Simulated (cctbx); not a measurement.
**Reading a Patterson map**

Space group I-43m (no. 217), a = 11.0910 Å, b = 11.0910 Å, c = 11.0910 Å, α = 90.00°, β = 90.00°, γ = 90.00°, content Sn16 Co12 Mn60.

The data are simulated with cctbx, not measured: synchrotron X-rays, λ = 0.6889 Å, to d = 0.77 Å, 80 % of the full sphere, strongest reflection 5000 counts, noise from counting, a 4 % proportional error and a noise floor of 2 counts (s.d.); no absorption, some extinction.

Patterson synthesis from sharpened amplitudes, origin scaled to 1000:

```text
Patterson group I m -3 m
      u       v       w   height  length (A)
  0.000   0.000   0.000   1000.0     0.00
  0.000   0.000   0.334    247.5     3.71
  0.000   0.000   0.500    169.3     5.55
  0.250   0.250   0.250    122.3     4.80
  0.000   0.332   0.332    112.4     5.20
  0.000   0.256   0.256     92.6     4.02
  0.124   0.124   0.124     79.4     2.39
  0.000   0.178   0.178     71.1     2.79
  0.082   0.163   0.332     71.0     4.20
  0.000   0.000   0.237     70.3     2.62
  0.134   0.341   0.341     65.8     5.56
  0.000   0.212   0.212     65.0     3.33
  0.169   0.169   0.169     60.7     3.24
  0.108   0.108   0.390     53.4     4.65
```

**Question.** Which atom pairs make the peaks, and where is the heaviest atom?

A peak at u stands for all pairs with xi − xj = u, with weight Σ ZiZj against Σ Z² = 86248 at the origin. Peak heights follow these weights only roughly, since form factors, motion and series ripples differ, all vectors within 0.55 Å of a peak are counted as merged into it though the farther ones add only part of their weight, and F(000) is left out, which lowers the whole map:

| u | v | w | shortest length (Å) | height | 1000 ΣZiZj/ΣZ² | pairs in the cell |
| --- | --- | --- | --- | --- | --- | --- |
| 0.000 | 0.000 | 0.334 | 3.70 | 248 | 246 | 8 × Sn–Sn, 2 × Mn–Mn |
| 0.000 | 0.000 | 0.500 | 5.55 | 169 | 266 | 32 × Mn–Mn, 4 × Co–Co |
| 0.250 | 0.250 | 0.250 | 4.80 | 122 | 435 | 36 × Mn–Mn, 12 × Sn–Mn |
| 0.000 | 0.332 | 0.332 | 5.21 | 112 | 116 | 4 × Sn–Sn |
| 0.000 | 0.256 | 0.256 | 4.02 | 93 | 193 | 22 × Mn–Mn, 4 × Co–Co |
| 0.124 | 0.124 | 0.124 | 2.38 | 79 | 188 | 24 × Co–Mn |
| 0.000 | 0.178 | 0.178 | 2.79 | 71 | 159 | 8 × Sn–Mn, 6 × Mn–Mn |
| 0.082 | 0.163 | 0.332 | 4.20 | 71 | 63 | 4 × Sn–Co |
| 0.000 | 0.000 | 0.237 | 2.63 | 70 | 406 | 40 × Mn–Mn, 8 × Sn–Mn |
| 0.134 | 0.341 | 0.341 | 4.76 | 66 | 150 | 8 × Co–Mn, 4 × Sn–Mn, 4 × Mn–Mn |

The table stops at ten peaks or at a height of 45, below which ripples compete. In the model behind the data Sn, the heaviest element, has 2 independent sites: (0.1649, 0.1649, 0.1649) and (0.3313, 0.3313, 0.3313), up to an allowed shift of origin; the Sn–Sn vectors are differences of these positions and their symmetry mates. The whole model:

| atom | mult. | x | y | z | Ueq (Å²) |
| --- | --- | --- | --- | --- | --- |
| Sn1 | 8 | 0.1649 | 0.1649 | 0.1649 | 0.0132 |
| Sn2 | 8 | 0.3313 | 0.3313 | 0.3313 | 0.0069 |
| Co1 | 12 | 1/2 | 0 | 1/4 | 0.0093 |
| Mn1 | 24 | 0.3939 | 0.1117 | 0.3939 | 0.0119 |
| Mn2 | 24 | 0.3648 | 0.8791 | 0.3648 | 0.0175 |
| Mn3 | 12 | 0 | 0 | 0.8120 | 0.0090 |

This is a model crystal, built by substitution and not relaxed, with assumed displacement parameters.

[Logs are printed without paths, hosts, clocks, repeated set-up lines and the standing remarks that a program may print on its own settings, such as how far it seeks lower states.]
